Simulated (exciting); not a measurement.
# RbLuO2: the O K edge from the Bethe–Salpeter equation

How far do the exchange and direct terms reshape the O K edge of RbLuO2?

Calculated with exciting sodium; X-ray absorption, core-level Bethe-Salpeter equation, exchange and statically screened direct term, Tamm-Dancoff, all-electron LAPW+lo LDA.

Report form: the programs' logs are mostly left out.

## Step 1: Set-up

Symmetry: R-3m, No. 166, trigonal system. The conventional cell has a = 3.400 Å, b = 3.400 Å, c = 19.150 Å, α = 90.00°, β = 90.00°, γ = 120.00°. Nearest to Lu lie 6 O at 2.24 Å. Nearest to Rb lie 6 O at 2.88 Å. Nearest to O lie 3 Lu at 2.24 Å and 3 Rb at 2.88 Å. Farther neighbours and most contacts between anions are not listed.

Structure file:

```cif
data_structure
_symmetry_space_group_name_H-M 'P 1'
_symmetry_Int_Tables_number 1
_cell_length_a 6.6783
_cell_length_b 6.6783
_cell_length_c 6.6783
_cell_angle_alpha 29.494
_cell_angle_beta 29.494
_cell_angle_gamma 29.494
_cell_volume 63.91
loop_
_atom_site_label
_atom_site_type_symbol
_atom_site_fract_x
_atom_site_fract_y
_atom_site_fract_z
_atom_site_occupancy
Lu1 Lu 0.50000 0.50000 0.50000 1
Rb2 Rb 0.00000 0.00000 0.00000 1
O3 O 0.77700 0.77700 0.77700 1
O4 O 0.22300 0.22300 0.22300 1
```

Differences between curves are given as r.m.s. difference over r.m.s. height.

## Step 2: The self-consistent potential

The species files are the program's own, with muffin-tin radii set in the input.

input.xml reads:

```
<input>
  <title>RbLuO2</title>
  <structure speciespath="." autormt="false" epslat="1.0e-5">
    <crystal>
      <basevect>3.2125344113 1.8547576071 12.0627517599</basevect>
      <basevect>-3.2125344113 1.8547576071 12.0627517599</basevect>
      <basevect>0.0000000000 -3.7095152142 12.0627517599</basevect>
    </crystal>
    <species speciesfile="Lu.xml" rmt="2.240">
      <atom coord="0.5000000000 0.5000000000 0.5000000000"/>
    </species>
    <species speciesfile="Rb.xml" rmt="2.464">
      <atom coord="0.0000000000 0.0000000000 0.0000000000"/>
    </species>
    <species speciesfile="O.xml" rmt="1.866">
      <atom coord="0.7770000000 0.7770000000 0.7770000000"/>
      <atom coord="0.2230000000 0.2230000000 0.2230000000"/>
    </species>
  </structure>
  <groundstate do="fromscratch" xctype="LDA_PW" ngridk="4 4 4" rgkmax="7" gmaxvr="14" nempty="8" swidth="0.001" maxscl="100" epsengy="1e-5"/>
</input>
```

Launch:

```bash
OMP_NUM_THREADS=1 mpirun -n 2 exciting
```

Elapsed: 50 s, on 2 MPI ranks of Arm Neoverse V2, shared host.

The warnings file holds hints only, no warning.

The mesh shows a gap of 3.08 eV. Core levels (Dirac, from the valence top):

| atom | level | energy (eV) |
| --- | --- | --- |
| O | 1s1/2 | -499.7 |

## Step 3: A richer basis for the empty states

Each species file gets more local orbitals, built from u and its energy derivative at 0.15 Ha and u at 0.9 Ha.

input.xml is that of step 2.

SPECIES.xml, added lines reads:

```
<lo l="L">  <!-- L = 0, 1, 2, and 3 from Cs on -->
  <wf matchingOrder="0" trialEnergy="0.1500" searchE="false"/>
  <wf matchingOrder="1" trialEnergy="0.1500" searchE="false"/>
  <wf matchingOrder="0" trialEnergy="0.9000" searchE="false"/>
</lo>
```

Launch:

```bash
OMP_NUM_THREADS=1 mpirun -n 2 exciting
```

Elapsed: 2.1 min, on 2 MPI ranks.

Against the first ground state the total energy moves by -10 meV an atom and the gap by -0.01 eV.

## Step 4: Screening, kernels and BSE for O atom 3

The absorber has 3 Lu at 2.24 Å (pyramidal, site symmetry 3m).

Changes to input.xml since step 3:

```diff
@@ -19,3 +19,20 @@
   </structure>
-  <groundstate do="fromscratch" xctype="LDA_PW" ngridk="4 4 4" rgkmax="7" gmaxvr="14" nempty="8" swidth="0.001" maxscl="100" epsengy="1e-5"/>
+  <groundstate do="skip" xctype="LDA_PW" ngridk="4 4 4" rgkmax="7" gmaxvr="14" nempty="8" swidth="0.001" maxscl="100" epsengy="1e-5"/>
+  <xs xstype="BSE" ngridk="3 3 3" ngridq="3 3 3" vkloff="0.097 0.273 0.493" rgkmax="7" nempty="38" gqmax="3" lmaxapwwf="5" lmaxemat="2" broad="0.01654" tevout="true">
+    <energywindow intv="18.036 19.652" points="439"/>
+    <screening screentype="full" nempty="58"/>
+    <BSE xas="true" xasspecies="3" xasatom="1" xasedge="K" bsetype="singlet" nstlxas="1 34"/>
+    <qpointset>
+      <qpoint>0 0 0</qpoint>
+    </qpointset>
+    <plan>
+      <doonly task="xsgeneigvec"/>
+      <doonly task="writepmatxs"/>
+      <doonly task="scrgeneigvec"/>
+      <doonly task="scrwritepmat"/>
+      <doonly task="screen"/>
+      <doonly task="scrcoulint"/>
+      <doonly task="exccoulint"/>
+    </plan>
+  </xs>
 </input>
```

input.xml for the last start (plan only) reads:

```
  <plan>
    <doonly task="bse"/>
  </plan>
```

Launch:

```bash
OMP_NUM_THREADS=1 mpirun -n 2 exciting
OMP_NUM_THREADS=2 exciting
```

Wall time 20 min (2 MPI ranks).

Wall time by task: xsgeneigvec 12 s, writepmatxs 6.3 s, scrgeneigvec 7.6 s, scrwritepmat 3.8 s, screen 4.8 min, scrcoulint 9.5 min, exccoulint 5.2 min, bse 6.7 s.

The O K spectrum of O atom 3 (energy from the Kohn–Sham onset, core level to the lowest empty state found on the meshes used, 502.77 eV; the ground-state mesh sets it, and the shifted mesh has its lowest transition 0.23 eV above it; Im ε scaled to the maximum of the singlet run; cut below the end of the band set):

| E (eV) | isotropic | ε ⊥ c | ε ∥ c |
| --- | --- | --- | --- |
| -5.0 | 0.02 | 0.02 | 0.02 |
| -4.5 | 0.02 | 0.02 | 0.02 |
| -4.0 | 0.03 | 0.02 | 0.03 |
| -3.5 | 0.03 | 0.03 | 0.03 |
| -3.0 | 0.04 | 0.04 | 0.04 |
| -2.5 | 0.05 | 0.05 | 0.06 |
| -2.0 | 0.08 | 0.07 | 0.09 |
| -1.5 | 0.13 | 0.11 | 0.17 |
| -1.0 | 0.26 | 0.20 | 0.37 |
| -0.5 | 0.50 | 0.38 | 0.73 |
| 0.0 | 0.72 | 0.71 | 0.74 |
| 0.5 | 0.81 | 0.90 | 0.64 |
| 1.0 | 0.99 | 1.15 | 0.66 |
| 1.5 | 0.77 | 0.86 | 0.60 |
| 2.0 | 0.55 | 0.53 | 0.60 |
| 2.5 | 0.51 | 0.40 | 0.73 |
| 3.0 | 0.49 | 0.37 | 0.73 |
| 3.5 | 0.44 | 0.35 | 0.61 |
| 4.0 | 0.40 | 0.36 | 0.46 |
| 4.5 | 0.41 | 0.41 | 0.41 |
| 5.0 | 0.54 | 0.59 | 0.43 |
| 5.5 | 0.77 | 0.86 | 0.57 |
| 6.0 | 0.72 | 0.77 | 0.63 |
| 6.5 | 0.59 | 0.66 | 0.45 |
| 7.0 | 0.44 | 0.51 | 0.30 |
| 7.5 | 0.36 | 0.41 | 0.26 |
| 8.0 | 0.32 | 0.34 | 0.28 |
| 8.5 | 0.33 | 0.35 | 0.30 |
| 9.0 | 0.27 | 0.28 | 0.23 |
| 9.5 | 0.22 | 0.23 | 0.20 |
| 10.0 | 0.19 | 0.20 | 0.18 |
| 10.5 | 0.15 | 0.14 | 0.16 |
| 11.0 | 0.13 | 0.11 | 0.18 |
| 11.5 | 0.16 | 0.12 | 0.25 |
| 12.0 | 0.19 | 0.14 | 0.28 |
| 12.5 | 0.18 | 0.15 | 0.23 |
| 13.0 | 0.20 | 0.18 | 0.23 |
| 13.5 | 0.20 | 0.19 | 0.21 |
| 14.0 | 0.19 | 0.19 | 0.18 |
| 14.5 | 0.17 | 0.17 | 0.17 |
| 15.0 | 0.14 | 0.13 | 0.16 |
| 15.5 | 0.14 | 0.14 | 0.15 |
| 16.0 | 0.18 | 0.18 | 0.17 |
| 16.5 | 0.18 | 0.18 | 0.17 |
| 17.0 | 0.17 | 0.16 | 0.20 |
| 17.5 | 0.18 | 0.16 | 0.23 |
| 18.0 | 0.15 | 0.14 | 0.17 |
| 18.5 | 0.13 | 0.13 | 0.13 |
| 19.0 | 0.14 | 0.14 | 0.14 |
| 19.5 | 0.13 | 0.12 | 0.14 |
| 20.0 | 0.12 | 0.12 | 0.13 |
| 20.5 | 0.14 | 0.15 | 0.14 |
| 21.0 | 0.15 | 0.17 | 0.13 |
| 21.5 | 0.16 | 0.18 | 0.12 |
| 22.0 | 0.17 | 0.20 | 0.13 |
| 22.5 | 0.19 | 0.21 | 0.13 |
| 23.0 | 0.22 | 0.26 | 0.15 |
| 23.5 | 0.24 | 0.28 | 0.16 |
| 24.0 | 0.24 | 0.27 | 0.17 |
| 24.5 | 0.26 | 0.29 | 0.21 |

Maxima (height): 1.0 eV (1.00), 5.6 eV (0.78), 8.4 eV (0.33), 13.3 eV (0.20) and 17.5 eV (0.18).

The Hamiltonian has 1836 rows. The lowest groups of eigenvalues and the brightest ones, on the scale above (the program counts from the shifted mesh's onset, 0.23 eV higher). Core spinors bring spin-forbidden partners, so dark means forbidden by spin or by symmetry, and the shifted mesh splits states that symmetry would keep together:

| energy (eV) | states within 10 meV | relative strength |
| --- | --- | --- |
| -0.743 | 2 | 0.48 |
| -0.628 | 2 | 0.23 |
| -0.357 | 1 | dark |
| -0.343 | 1 | 1.00 |
| -0.139 | 2 | 0.31 |
| -0.075 | 2 | 0.28 |
| 0.007 | 2 | 0.56 |
| 0.093 | 2 | 0.65 |
| 1.055 | 2 | 0.64 |
| 1.095 | 2 | 0.54 |
| 1.145 | 2 | 0.78 |
| 5.577 | 2 | 0.68 |

## Step 5: Independent particles

Changes to input.xml since step 4:

```diff
@@ -23,3 +23,3 @@
     <screening screentype="full" nempty="58"/>
-    <BSE xas="true" xasspecies="3" xasatom="1" xasedge="K" bsetype="singlet" nstlxas="1 34"/>
+    <BSE xas="true" xasspecies="3" xasatom="1" xasedge="K" bsetype="IP" nstlxas="1 34"/>
     <qpointset>
@@ -28,9 +28,3 @@
     <plan>
-      <doonly task="xsgeneigvec"/>
-      <doonly task="writepmatxs"/>
-      <doonly task="scrgeneigvec"/>
-      <doonly task="scrwritepmat"/>
-      <doonly task="screen"/>
-      <doonly task="scrcoulint"/>
-      <doonly task="exccoulint"/>
+      <doonly task="bse"/>
     </plan>
```

Launch:

```bash
OMP_NUM_THREADS=2 exciting
```

It took 3 s on 2 threads.

Maxima (height): 3.1 eV (0.57), 8.5 eV (0.77), 14.5 eV (0.27) and 18.5 eV (0.25). Against the singlet run the r.m.s. difference is 70 %. Moving the earlier curve by +2.8 eV leaves 31 %. The highest maximum lies at 8.5 eV (0.77), against 1.0 eV (1.00).

## Step 6: Exchange alone

Changes to input.xml since step 5:

```diff
@@ -23,3 +23,3 @@
     <screening screentype="full" nempty="58"/>
-    <BSE xas="true" xasspecies="3" xasatom="1" xasedge="K" bsetype="IP" nstlxas="1 34"/>
+    <BSE xas="true" xasspecies="3" xasatom="1" xasedge="K" bsetype="RPA" nstlxas="1 34"/>
     <qpointset>
```

Launch:

```bash
OMP_NUM_THREADS=2 exciting
```

Wall time 7.5 s (2 threads).

Maxima (height): 3.2 eV (0.54), 8.6 eV (0.76), 14.5 eV (0.27) and 18.5 eV (0.25). Against the independent-particle run the r.m.s. difference is 3 %.

## Step 7: A changed run

In this try the input is made faulty on purpose, to show what that does.

Changes to input.xml since step 6:

```diff
@@ -22,4 +22,4 @@
     <energywindow intv="18.036 19.652" points="439"/>
-    <screening screentype="full" nempty="58"/>
-    <BSE xas="true" xasspecies="3" xasatom="1" xasedge="K" bsetype="RPA" nstlxas="1 34"/>
+    <screening screentype="full" nempty="3"/>
+    <BSE xas="true" xasspecies="3" xasatom="1" xasedge="K" bsetype="singlet" nstlxas="1 34"/>
     <qpointset>
@@ -28,3 +28,6 @@
     <plan>
-      <doonly task="bse"/>
+      <doonly task="scrgeneigvec"/>
+      <doonly task="scrwritepmat"/>
+      <doonly task="screen"/>
+      <doonly task="scrcoulint"/>
     </plan>
```

input.xml for the last start (plan only) reads:

```
  <plan>
    <doonly task="bse"/>
  </plan>
```

Launch:

```bash
OMP_NUM_THREADS=1 mpirun -n 2 exciting
OMP_NUM_THREADS=2 exciting
```

Wall time 12 min (2 MPI ranks).

The input has a fault: far too few empty states in the screening. Against the singlet run the r.m.s. difference is 85 %. Moving the earlier curve by -1.8 eV leaves 41 %. The highest maximum lies at -1.2 eV (1.65), against 1.0 eV (1.00). The first bright state moves from -0.74 to -1.65 eV. Too few states underscreen, so the attraction is too strong.

| E (eV) | first run | this run |
| --- | --- | --- |
| -5.0 | 0.02 | 0.04 |
| -4.0 | 0.03 | 0.07 |
| -3.0 | 0.04 | 0.16 |
| -2.0 | 0.08 | 0.70 |
| -1.0 | 0.26 | 1.61 |
| 0.0 | 0.72 | 0.84 |
| 1.0 | 0.99 | 0.48 |
| 2.0 | 0.55 | 0.40 |
| 3.0 | 0.49 | 0.36 |
| 4.0 | 0.40 | 0.50 |
| 5.0 | 0.54 | 0.52 |
| 6.0 | 0.72 | 0.30 |
| 7.0 | 0.44 | 0.21 |
| 8.0 | 0.32 | 0.21 |
| 9.0 | 0.27 | 0.14 |
| 10.0 | 0.19 | 0.11 |
| 11.0 | 0.13 | 0.13 |
| 12.0 | 0.19 | 0.14 |
| 13.0 | 0.20 | 0.16 |
| 14.0 | 0.19 | 0.13 |
| 15.0 | 0.14 | 0.12 |
| 16.0 | 0.18 | 0.14 |
| 17.0 | 0.17 | 0.14 |
| 18.0 | 0.15 | 0.11 |
| 19.0 | 0.14 | 0.11 |
| 20.0 | 0.12 | 0.12 |
| 21.0 | 0.15 | 0.14 |
| 22.0 | 0.17 | 0.16 |
| 23.0 | 0.22 | 0.19 |
| 24.0 | 0.24 | 0.19 |

## Step 8: Ground state with other settings

input.xml reads:

```
<input>
  <title>RbLuO2</title>
  <structure speciespath="." autormt="false" epslat="1.0e-5">
    <crystal>
      <basevect>3.2125344113 1.8547576071 12.0627517599</basevect>
      <basevect>-3.2125344113 1.8547576071 12.0627517599</basevect>
      <basevect>0.0000000000 -3.7095152142 12.0627517599</basevect>
    </crystal>
    <species speciesfile="Lu.xml" rmt="2.240">
      <atom coord="0.5000000000 0.5000000000 0.5000000000"/>
    </species>
    <species speciesfile="Rb.xml" rmt="2.464">
      <atom coord="0.0000000000 0.0000000000 0.0000000000"/>
    </species>
    <species speciesfile="O.xml" rmt="1.866">
      <atom coord="0.7770000000 0.7770000000 0.7770000000"/>
      <atom coord="0.2230000000 0.2230000000 0.2230000000"/>
    </species>
  </structure>
  <groundstate do="fromscratch" xctype="LDA_PW" ngridk="4 4 4" rgkmax="7" gmaxvr="14" nempty="8" swidth="0.001" maxscl="3" epsengy="1e-5"/>
</input>
```

SPECIES.xml, added lines is that of step 3.

Launch:

```bash
OMP_NUM_THREADS=1 mpirun -n 2 exciting
```

Wall time 14 s (2 MPI ranks).

The fault put into the input: the self-consistent loop is cut at three steps.

## Step 9: From independent particles to the full kernel

| level | curve passes 0.15 (eV) | highest maximum (eV) | its height |
| --- | --- | --- | --- |
| IP | 0.9 | 8.5 | 0.77 |
| RPA | 1.0 | 8.6 | 0.76 |
| singlet | -1.3 | 1.0 | 1.00 |

| E (eV) | IP | RPA | singlet |
| --- | --- | --- | --- |
| -4.0 | 0.01 | 0.01 | 0.03 |
| -3.0 | 0.01 | 0.01 | 0.04 |
| -2.0 | 0.02 | 0.02 | 0.08 |
| -1.0 | 0.03 | 0.03 | 0.26 |
| 0.0 | 0.06 | 0.05 | 0.72 |
| 1.0 | 0.16 | 0.15 | 0.99 |
| 2.0 | 0.26 | 0.25 | 0.55 |
| 3.0 | 0.55 | 0.52 | 0.49 |
| 4.0 | 0.48 | 0.47 | 0.40 |
| 5.0 | 0.46 | 0.45 | 0.54 |
| 6.0 | 0.28 | 0.28 | 0.72 |
| 7.0 | 0.40 | 0.39 | 0.44 |
| 8.0 | 0.68 | 0.66 | 0.32 |
| 9.0 | 0.65 | 0.66 | 0.27 |
| 10.0 | 0.50 | 0.51 | 0.19 |
| 11.0 | 0.40 | 0.41 | 0.13 |
| 12.0 | 0.21 | 0.22 | 0.19 |
| 13.0 | 0.24 | 0.24 | 0.20 |
| 14.0 | 0.25 | 0.25 | 0.19 |
| 15.0 | 0.24 | 0.25 | 0.14 |
| 16.0 | 0.20 | 0.21 | 0.18 |
| 17.0 | 0.21 | 0.21 | 0.17 |
| 18.0 | 0.22 | 0.22 | 0.15 |
| 19.0 | 0.21 | 0.22 | 0.14 |
| 20.0 | 0.18 | 0.18 | 0.12 |
| 21.0 | 0.16 | 0.16 | 0.15 |
| 22.0 | 0.17 | 0.17 | 0.17 |
| 23.0 | 0.19 | 0.19 | 0.22 |
| 24.0 | 0.24 | 0.24 | 0.24 |

## Step 10: Outcome

```json
{"absorber and edge": "O K, atom 3", "surroundings": "3 Lu at 2.24 Å (pyramidal, site symmetry 3m)", "first bright state": "-0.74 eV from the Kohn–Sham onset, on this mesh", "highest maximum": "1.0 eV", "cost of the BSE run": "20 min on 2 MPI ranks of Arm Neoverse V2, shared host; the last task ran on as many threads"}
```

**Reading.** Is a core exciton bound? Yes on this mesh: the first bright state (over 5 % of the brightest) lies at -0.74 eV from the Kohn–Sham onset and at -0.97 eV from the lowest bare transition of its own mesh. Exchange alone changes the independent-particle spectrum by 3 % r.m.s. A mesh of 27 points doesn't converge binding energies, and fine structure above the first lines is partly noise of the mesh. The kernel cutoff is low for a compact core orbital, so the effect of exchange is a lower bound. The zero comes from the unshifted 4×4×4 ground-state mesh; it is exact only where the band minimum lies on that mesh. The Kohn–Sham onset, 503 eV, is no photon energy: the scale needs a rigid shift. No quasiparticle correction widens the gap or stretches the bands. Vibrations and energy-dependent lifetimes are left out. The structure is a published determination, not relaxed.

[Logs are printed without paths, hosts, clocks, repeated set-up lines and the standing remarks that a program may print on its own settings, such as how far it seeks lower states.]

[Hosts, paths, dates, database ids (printed as entryN), source tags and the programs' standing remarks are cut or masked in the printed files.]
